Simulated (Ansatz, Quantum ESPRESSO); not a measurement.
**Ru (P6_3/mmc): electron–phonon coupling with Quantum ESPRESSO**

Aim: mode couplings and λ of Ru (P6_3/mmc) by double-delta sums in Quantum ESPRESSO. The first relaxation steps of the session are not shown, so no cell shown is the starting entry, unless a step says so.

Program: Ansatz 0.2.0 and Quantum ESPRESSO 7.5. Level of theory: DFT PBE, scalar-relativistic, plane waves, PAW, in the first sound run; inputs show where later runs differ. Results are calculated unless marked as measured.

## Step 1: The cell after earlier relaxation steps

Symmetry: P6_3/mmc, No. 194, hexagonal system. The conventional cell has a = 2.720 Å, b = 2.720 Å, c = 4.296 Å, α = 90.00°, β = 90.00°, γ = 120.00°. Nearest to Ru lie 12 Ru at 2.66 to 2.72 Å.

## Step 2: Relaxing tightly for phonons

Residual forces and stress shift phonon frequencies, so the cell is relaxed again, with tight thresholds and the mesh and smearing of this input. Earlier relaxation steps are not shown.

input.yaml

```yaml
crystal:
  lattice:
    - [2.7200349949, 0.0, 0.0]
    - [-1.3600174975, 2.3556194048, 0.0]
    - [0.0, 0.0, 4.2959618964]
  atoms:
    - { symbol: Ru, position: [0.3333333333, 0.6666666667, 0.25] }
    - { symbol: Ru, position: [0.6666666667, 0.3333333333, 0.75] }
kpoints:
  mp_grid: { grid: [12, 12, 8] }
hamiltonian:
  xc: pbe
scf:
  occupations: { method: methfessel_paxton, width: 0.2 }
output:
  forces: true
  stress: true
  eigenvalues: true
relax:
  adjacent_minimum: "off"
  f_tol: 0.001
  max_steps: 60
  cell: { stress_tol: 0.01 }
```

On the command line:

```
$ ansatz run input.yaml --threads 4 --pin off --max-ram 8192MiB --backend cpu --events-out ev --progress --plain --runs-dir out
```

Numbers of over 12 decimals in the logs are rounded to 6 here.

Log:

```text
[the first part of the log is left out]
  E_hartree    = 817.052766
  E_xc         = -381.021249
  E_vxc        = -478.356463  (∫ρ·V_xc dr)
  E_paw        = -6921.280754  (= ΣΔE_a)
  E_vpaw       = -443.052400  (= ΣTr[D̂ρ^β])
  E_aug_tail   = -0.000378  (compensation charges beyond the density's cutoff)
  E_ewald      = -4442.224212
  E_smearing   = -0.000879  (= −TS)
  E_closure    = 0.000000  (closes the sum)
  Σ components = -11757.388119   (vs F -11757.388119, Δ=0.00e0)
--- Forces (eV/Å), atoms counted from 1 ---
  atom   1  Ru    -0.00000000     0.00000000     0.00000000
  atom   2  Ru     0.00000000    -0.00000000     0.00000000
  max |Σ_I F_I| component: 9.25e-18 eV/Å
--- Stress (GPa, compression-positive) ---
        0.000420       0.000000       0.000000
        0.000000       0.000420       0.000000
        0.000000       0.000000       0.001132
  P = ⅓ Tr σ = 0.0007 GPa (0.007 kbar)
--- Band table (eV; the first three rows and the last of 95) ---
  k-point 0: bands = ["-49.9720", "-49.7768", "-20.4347", "-19.5457", "-19.5457", "-19.3808", "-19.3808", "-19.3336", "15.2326", "17.0384", "20.5881", "20.5881", "20.7807", "21.2585", "21.2585", "21.7629", "21.7629", "24.2986", "24.2986", "24.4353", "33.3056", "37.9274", "40.4139", "41.0162"]
  k-point 1: bands = ["-49.9647", "-49.7844", "-20.3946", "-19.5395", "-19.5395", "-19.3872", "-19.3872", "-19.3775", "15.4053", "17.0946", "20.4888", "20.4888", "20.6955", "21.1575", "21.1575", "21.9973", "21.9973", "23.8634", "24.3068", "24.3068", "34.0586", "37.5989", "40.5376", "41.0718"]
  k-point 2: bands = ["-49.9438", "-49.8058", "-20.2797", "-19.5218", "-19.5218", "-19.5016", "-19.4052", "-19.4052", "15.8916", "17.2325", "20.3520", "20.3520", "20.4858", "20.9128", "20.9128", "22.5177", "22.5177", "22.5996", "24.2669", "24.2669", "35.8482", "37.2120", "39.5899", "42.1877"]
  k-point 94: bands = ["-49.7628", "-49.7628", "-20.2061", "-20.2061", "-19.9542", "-19.9542", "-19.5249", "-19.5249", "18.5301", "18.5301", "19.1007", "19.1007", "20.4643", "20.4643", "21.9770", "21.9770", "24.3384", "24.3384", "31.4546", "31.4546", "33.6977", "33.6977", "34.4133", "34.4133"]
--- Relaxed structure (3 steps of the walk, 3 accepted, 1 SCFs on fresh bases) ---
  F+E_penalty+E_count = -11757.38811896 eV   max|allowed force component| = 2.313e-17 eV/Å   (the final SCF, on the basis selected at the relaxed cell)
  cell:  # Å, volume = 27.5207 Å³
    - [2.719608, 2.886300849413338e-11, 0.0]
    - [-1.359804, 2.355250, 0.0]
    - [0.0, 0.0, 4.296509]
  atoms:
    - { symbol: Ru, position: [0.333333, 0.666667, 0.25] }
    - { symbol: Ru, position: [0.666667, 0.333333, 0.750000] }
```

Wall time 2.4 s (4 threads of Arm Neoverse V2, shared host); peak memory 0.35 GiB; 8.4 s of CPU time.

Little changed from the start: no atom moved by 0.005 Å and no cell edge by 0.1 %.

Numbers from this step:

* pressure: 6.58e-4 GPa
* volume per atom: 13.76 Å³
* metallic on mesh: yes
* gap on the k-mesh: 0 eV

The largest force is now zero by symmetry and the largest stress component 0.0011 GPa.

## Step 3: Second program, ground state

ph.x needs a tightly converged ground state on the same k mesh; the cell is that of the step before.

This step: DFT PBE, scalar-relativistic, plane waves, GBRV ultrasoft pseudopotentials (Quantum ESPRESSO 7.5).

pw.in

```
 &control
    calculation='scf',
    prefix='x',
    outdir='./tmp',
    pseudo_dir='./pseudo',
    tprnfor=.true.,
    tstress=.true.,
 /
 &system
    ibrav=4,
    celldm(1)=5.13931425,
    celldm(3)=1.57982675,
    nat=2,
    ntyp=1,
    ecutwfc=45.0,
    ecutrho=360.0,
    occupations='smearing',
    smearing='fd',
    degauss=0.00734986,
    nbnd=26,
 /
 &electrons
    conv_thr=1.0d-11,
    mixing_beta=0.5,
 /
ATOMIC_SPECIES
 Ru    101.0700  Ru.upf
ATOMIC_POSITIONS crystal
 Ru     0.333333333   0.666666667   0.250000000
 Ru     0.666666667   0.333333333   0.750000000
K_POINTS automatic
 12 12 8 0 0 0
```

On the command line:

```
$ OMP_NUM_THREADS=1 mpirun -n 4 pw.x -nk 4 -in pw.in > pw.x.log
```

Log:

```text
Program PWSCF v.7.5

     This program is part of the open-source Quantum ESPRESSO suite
     for quantum simulation of materials; please cite
         "P. Giannozzi et al., J. Phys.:Condens. Matter 21 395502 (2009);
         "P. Giannozzi et al., J. Phys.:Condens. Matter 29 465901 (2017);
         "P. Giannozzi et al., J. Chem. Phys. 152 154105 (2020);
     in publications or presentations arising from this work. More details at

     G-vector sticks info
     --------------------
     sticks:   dense  smooth     PW     G-vecs:    dense   smooth      PW
     Sum         649     313    109                21433     7535    1387

     Using Slab Decomposition

     bravais-lattice index     =            4
     lattice parameter (alat)  =       5.1393  a.u.
     unit-cell volume          =     185.7187 (a.u.)^3
     number of atoms/cell      =            2
     number of atomic types    =            1
     number of electrons       =        32.00
     number of Kohn-Sham states=           26
     kinetic-energy cutoff     =      45.0000  Ry
     charge density cutoff     =     360.0000  Ry
     scf convergence threshold =      1.0E-11
     mixing beta               =       0.5000
     number of iterations used =            8  plain     mixing
     Exchange-correlation= SLA  PW   PBE  PBE
                           (   1   4   3   4   0   0   0)

     celldm(1)=   5.139314  celldm(2)=   0.000000  celldm(3)=   1.579827
     celldm(4)=   0.000000  celldm(5)=   0.000000  celldm(6)=   0.000000

     crystal axes: (cart. coord. in units of alat)
               a(1) = (   1.000000   0.000000   0.000000 )
               a(2) = (  -0.500000   0.866025   0.000000 )
               a(3) = (   0.000000   0.000000   1.579827 )

     reciprocal axes: (cart. coord. in units 2 pi/alat)
               b(1) = (  1.000000  0.577350 -0.000000 )
               b(2) = (  0.000000  1.154701  0.000000 )
               b(3) = (  0.000000 -0.000000  0.632981 )

     PseudoPot. # 1 for Ru read from file:
     ./pseudo/Ru.upf
     Pseudo is Ultrasoft + core correction, Zval = 16.0
     Using radial grid of  967 points,  6 beta functions with:
                l(1) =   0
                l(2) =   0
                l(3) =   1
                l(4) =   1
                l(5) =   2
                l(6) =   2
     Q(r) pseudized with  8 coefficients,  rinner =    1.300   1.300   1.300
                                                       1.300   1.300

     atomic species   valence    mass     pseudopotential
     Ru               16.00   101.07000     Ru( 1.00)

     24 Sym. Ops., with inversion, found (12 have fractional translation)

   Cartesian axes

     site n.     atom                  positions (alat units)
         1        Ru     tau(   1) = (  -0.0000000   0.5773503   0.3949567  )
         2        Ru     tau(   2) = (   0.5000000   0.2886751   1.1848701  )

     number of k points=    95  Fermi-Dirac smearing, width (Ry)=  0.0073
                       cart. coord. in units 2pi/alat
        k(    1) = (   0.0000000   0.0000000   0.0000000), wk =   0.0017361
        k(    2) = (   0.0000000   0.0000000   0.0791226), wk =   0.0034722
        k(    3) = (   0.0000000   0.0000000   0.1582452), wk =   0.0034722
        k(    4) = (   0.0000000   0.0000000   0.2373678), wk =   0.0034722
        k(    5) = (   0.0000000   0.0000000  -0.3164904), wk =   0.0017361
        k(    6) = (   0.0000000   0.0962250   0.0000000), wk =   0.0104167
        k(    7) = (   0.0000000   0.0962250   0.0791226), wk =   0.0208333
        k(    8) = (   0.0000000   0.0962250   0.1582452), wk =   0.0208333
        k(    9) = (   0.0000000   0.0962250   0.2373678), wk =   0.0208333
        k(   10) = (   0.0000000   0.0962250  -0.3164904), wk =   0.0104167
        k(   11) = (   0.0000000   0.1924501   0.0000000), wk =   0.0104167
        k(   12) = (   0.0000000   0.1924501   0.0791226), wk =   0.0208333
        k(   13) = (   0.0000000   0.1924501   0.1582452), wk =   0.0208333
        k(   14) = (   0.0000000   0.1924501   0.2373678), wk =   0.0208333
        k(   15) = (   0.0000000   0.1924501  -0.3164904), wk =   0.0104167
        k(   16) = (   0.0000000   0.2886751   0.0000000), wk =   0.0104167
[...]
k(   88) = (   0.2500000   0.5292377   0.1582452), wk =   0.0416667
        k(   89) = (   0.2500000   0.5292377   0.2373678), wk =   0.0416667
        k(   90) = (   0.2500000   0.5292377  -0.3164904), wk =   0.0208333
        k(   91) = (   0.3333333   0.5773503   0.0000000), wk =   0.0034722
        k(   92) = (   0.3333333   0.5773503   0.0791226), wk =   0.0069444
        k(   93) = (   0.3333333   0.5773503   0.1582452), wk =   0.0069444
        k(   94) = (   0.3333333   0.5773503   0.2373678), wk =   0.0069444
        k(   95) = (   0.3333333   0.5773503  -0.3164904), wk =   0.0034722

     Dense  grid:    21433 G-vectors     FFT dimensions: (  32,  32,  50)

     Smooth grid:     7535 G-vectors     FFT dimensions: (  24,  24,  36)

     Check: negative core charge=   -0.000001

     Initial potential from superposition of free atoms

     starting charge      30.0000, renormalised to      32.0000

     negative rho (up, down):  1.527E-01 0.000E+00
     Starting wfcs are   26 randomized atomic wfcs

     per-process dynamical memory:    25.6 Mb

     Self-consistent Calculation

     iteration #  1     ecut=    45.00 Ry     beta= 0.50
     Davidson diagonalization with overlap
     ethr =  1.00E-02,  avg # of iterations =  4.9

     negative rho (up, down):  1.488E-01 0.000E+00

     total energy              =    -387.93580115 Ry
     estimated scf accuracy    <       2.49074841 Ry

     iteration #  2     ecut=    45.00 Ry     beta= 0.50
     Davidson diagonalization with overlap
     ethr =  7.78E-03,  avg # of iterations =  2.0

     negative rho (up, down):  1.494E-01 0.000E+00

     total energy              =    -388.51391886 Ry
     estimated scf accuracy    <       0.02892704 Ry

     iteration #  3     ecut=    45.00 Ry     beta= 0.50
     Davidson diagonalization with overlap
     ethr =  9.04E-05,  avg # of iterations =  2.6

     negative rho (up, down):  1.489E-01 0.000E+00

     total energy              =    -388.52033865 Ry
     estimated scf accuracy    <       0.00056082 Ry

     iteration #  4     ecut=    45.00 Ry     beta= 0.50
     Davidson diagonalization with overlap
     ethr =  1.75E-06,  avg # of iterations =  4.5

     negative rho (up, down):  1.487E-01 0.000E+00

     total energy              =    -388.52041722 Ry
     estimated scf accuracy    <       0.00000811 Ry

[...]
iteration # 10     ecut=    45.00 Ry     beta= 0.50
     Davidson diagonalization with overlap
     ethr =  1.00E-13,  avg # of iterations =  1.9

     negative rho (up, down):  1.483E-01 0.000E+00

     End of self-consistent calculation

          k = 0.0000 0.0000 0.0000 (   965 PWs)   bands (ev):

   -49.7663 -49.5721 -20.2228 -19.3336 -19.3336 -19.1690 -19.1690 -19.1239
    15.4615  17.2730  20.8257  20.8257  21.0164  21.4958  21.4958  21.9986
    21.9986  24.5327  24.5327  24.6581  33.5338  38.1855  40.6839  41.2833
    45.8482  45.8485

          k = 0.0000 0.0000 0.0791 (   965 PWs)   bands (ev):

   -49.7591 -49.5796 -20.1828 -19.3274 -19.3274 -19.1753 -19.1753 -19.1677
    15.6342  17.3292  20.7264  20.7264  20.9311  21.3948  21.3948  22.2328
    22.2328  24.0871  24.5412  24.5412  34.2865  37.8556  40.8042  41.3493
    44.5547  44.5547

          k = 0.0000 0.0000 0.1582 (   959 PWs)   bands (ev):

   -49.7383 -49.6009 -20.0681 -19.3097 -19.3097 -19.2915 -19.1933 -19.1933
    16.1205  17.4666  20.5899  20.5899  20.7209  21.1501  21.1501  22.7531
    22.7531  22.8252  24.5019  24.5019  36.0761  37.4664  39.8527  42.4621
    43.7311  43.7311

          k = 0.0000 0.0000 0.2374 (   972 PWs)   bands (ev):

   -49.7070 -49.6327 -19.8944 -19.4744 -19.2831 -19.2831 -19.2201 -19.2201
    16.7987  17.5669  20.5412  20.5577  20.5577  20.8743  20.8743  21.5354
    23.3542  23.3542  24.3040  24.3040  37.4197  37.8456  39.4094  42.6081
    43.5692  43.5692

          k = 0.0000 0.0000-0.3165 (   954 PWs)   bands (ev):

   -49.6700 -49.6700 -19.6863 -19.6863 -19.2516 -19.2516 -19.2516 -19.2516
    17.3828  17.3828  20.6589  20.6589  20.6589  20.6589  20.7105  20.7105
    23.9053  23.9053  23.9053  23.9053  37.7303  37.7303  41.1067  41.1067
    44.0796  44.0796

          k = 0.0000 0.0962 0.0000 (   961 PWs)   bands (ev):

   -49.7569 -49.5685 -20.2002 -19.3811 -19.3497 -19.2183 -19.1755 -19.1345
[...]
44.2390  44.5463

          k = 0.0000 0.0962 0.0791 (   953 PWs)   bands (ev):

[...]
43.4170  44.0978

          k = 0.0000 0.0962 0.1582 (   965 PWs)   bands (ev):

[...]
43.1175  43.5592

          k = 0.0000 0.0962 0.2374 (   972 PWs)   bands (ev):

[...]
43.1024  43.5614

          k = 0.0000 0.0962-0.3165 (   966 PWs)   bands (ev):

[...]
43.5064  43.5064

          k = 0.0000 0.1925 0.0000 (   947 PWs)   bands (ev):

[...]
42.4601  42.5350

          k = 0.0000 0.1925 0.0791 (   960 PWs)   bands (ev):

[...]
42.5594  42.8108

          k = 0.0000 0.1925 0.1582 (   957 PWs)   bands (ev):

[...]
42.7490  43.5434

          k = 0.0000 0.1925 0.2374 (   957 PWs)   bands (ev):

[...]
43.1974  43.2883

          k = 0.0000 0.1925-0.3165 (   956 PWs)   bands (ev):

[...]
42.8803  42.8803

          k = 0.0000 0.2887 0.0000 (   956 PWs)   bands (ev):

[...]
k = 0.0000 0.2887 0.0791 (   961 PWs)   bands (ev):

[...]
k = 0.0000 0.2887 0.1582 (   946 PWs)   bands (ev):

[...]
k = 0.0000 0.2887 0.2374 (   941 PWs)   bands (ev):

[...]
k = 0.0000 0.2887-0.3165 (   940 PWs)   bands (ev):

[...]
k = 0.0000 0.3849-0.3165 (   946 PWs)   bands (ev):

[...]
k = 0.0000 0.4811-0.3165 (   946 PWs)   bands (ev):

[...]
k = 0.0000-0.5774 0.0000 (   932 PWs)   bands (ev):

[...]
k = 0.0000-0.5774 0.0791 (   924 PWs)   bands (ev):

[...]
k = 0.0000-0.5774 0.1582 (   938 PWs)   bands (ev):

[...]
k = 0.0000-0.5774 0.2374 (   930 PWs)   bands (ev):

[...]
k = 0.0000-0.5774-0.3165 (   940 PWs)   bands (ev):

[...]
k = 0.0833 0.1443-0.3165 (   958 PWs)   bands (ev):

[...]
k = 0.0833 0.2406-0.3165 (   942 PWs)   bands (ev):

[...]
k = 0.0833 0.3368-0.3165 (   942 PWs)   bands (ev):

[...]
k = 0.0833 0.4330-0.3165 (   948 PWs)   bands (ev):

[...]
k = 0.0833 0.5292-0.3165 (   940 PWs)   bands (ev):

[...]
k = 0.1667 0.2887-0.3165 (   948 PWs)   bands (ev):

[...]
k = 0.1667 0.3849-0.3165 (   952 PWs)   bands (ev):

[...]
k = 0.1667 0.4811-0.3165 (   944 PWs)   bands (ev):

[...]
k = 0.1667 0.5774-0.3165 (   936 PWs)   bands (ev):

[...]
k = 0.2500 0.4330-0.3165 (   942 PWs)   bands (ev):

[...]
k = 0.2500 0.5292 0.0000 (   944 PWs)   bands (ev):

[...]
k = 0.2500 0.5292 0.0791 (   947 PWs)   bands (ev):

[...]
k = 0.2500 0.5292 0.1582 (   947 PWs)   bands (ev):

[...]
40.0912  41.8414

          k = 0.2500 0.5292 0.2374 (   945 PWs)   bands (ev):

[...]
41.3151  42.6308

          k = 0.2500 0.5292-0.3165 (   942 PWs)   bands (ev):

[...]
42.3288  42.3288

          k = 0.3333 0.5774 0.0000 (   942 PWs)   bands (ev):

[...]
39.0400  39.0400

          k = 0.3333 0.5774 0.0791 (   948 PWs)   bands (ev):

[...]
39.6103  40.5491

          k = 0.3333 0.5774 0.1582 (   942 PWs)   bands (ev):

[...]
18.3557  18.9372  18.9372  19.6909  20.6359  20.6359  22.1675  23.5526
    24.4909  24.4909  30.9408  30.9408  31.6929  35.8436  36.1203  36.1203
    40.9626  42.1158

          k = 0.3333 0.5774 0.2374 (   948 PWs)   bands (ev):

   -49.5582 -49.5582 -19.9700 -19.9700 -19.8079 -19.6737 -19.3389 -19.3389
    18.8141  18.8141  18.8480  19.6213  20.6786  20.6786  22.0895  22.7167
    24.5525  24.5525  31.4111  31.4111  32.8287  34.9255  35.0897  35.0897
    42.6202  43.3683

          k = 0.3333 0.5774-0.3165 (   954 PWs)   bands (ev):

   -49.5582 -49.5582 -19.9933 -19.9933 -19.7411 -19.7411 -19.3141 -19.3141
    18.7645  18.7645  19.3345  19.3345  20.6979  20.6979  22.2121  22.2121
    24.5717  24.5717  31.6790  31.6790  33.9251  33.9251  34.6422  34.6422
    43.8848  43.8848

     the Fermi energy is    23.3953 ev

!    total energy              =    -388.52042097 Ry
     estimated scf accuracy    <          5.3E-12 Ry
     smearing contrib. (-TS)   =      -0.00366334 Ry
     internal energy E=F+TS    =    -388.51675762 Ry

     The total energy is F=E-TS. E is the sum of the following terms:
     one-electron contribution =     -67.14434980 Ry
     hartree contribution      =      56.99601419 Ry
     xc contribution           =     -51.87096488 Ry
     ewald contribution        =    -326.49745713 Ry

     convergence has been achieved in  10 iterations

     negative rho (up, down):  1.483E-01 0.000E+00

     Forces acting on atoms (cartesian axes, Ry/au):

     atom    1 type  1   force =     0.00000000    0.00000000    0.00000000
     atom    2 type  1   force =    -0.00000000   -0.00000000    0.00000000

     Total force =     0.000000     Total SCF correction =     0.000000

     Computing stress (Cartesian axis) and pressure

     negative rho (up, down):  1.483E-01 0.000E+00
          total   stress  (Ry/bohr**3)                   (kbar)     P=       -3.32
  -0.00002164  -0.00000000   0.00000000           -3.18       -0.00        0.00
  -0.00000000  -0.00002164   0.00000000           -0.00       -3.18        0.00
   0.00000000   0.00000000  -0.00002444            0.00        0.00       -3.60

     Writing all to output data dir ./tmp/x.save/ :
     XML data file, charge density, pseudopotentials, collected wavefunctions

   JOB DONE.
```

Elapsed: 9.1 s, on 4 MPI ranks; 36 s of CPU time.

This step gave:

```yaml
pressure: -0.332 GPa
```

With these potentials, mesh and smearing the cell is at -0.33 GPa.

(Part 1 of 4 ends here.)

[Logs are printed without paths, hosts, clocks, repeated set-up lines and the standing remarks that a program may print on its own settings, such as how far it seeks lower states.]

[Hosts, paths, dates, database ids (printed as entryN), source tags and the programs' standing remarks are cut or masked in the printed files.]
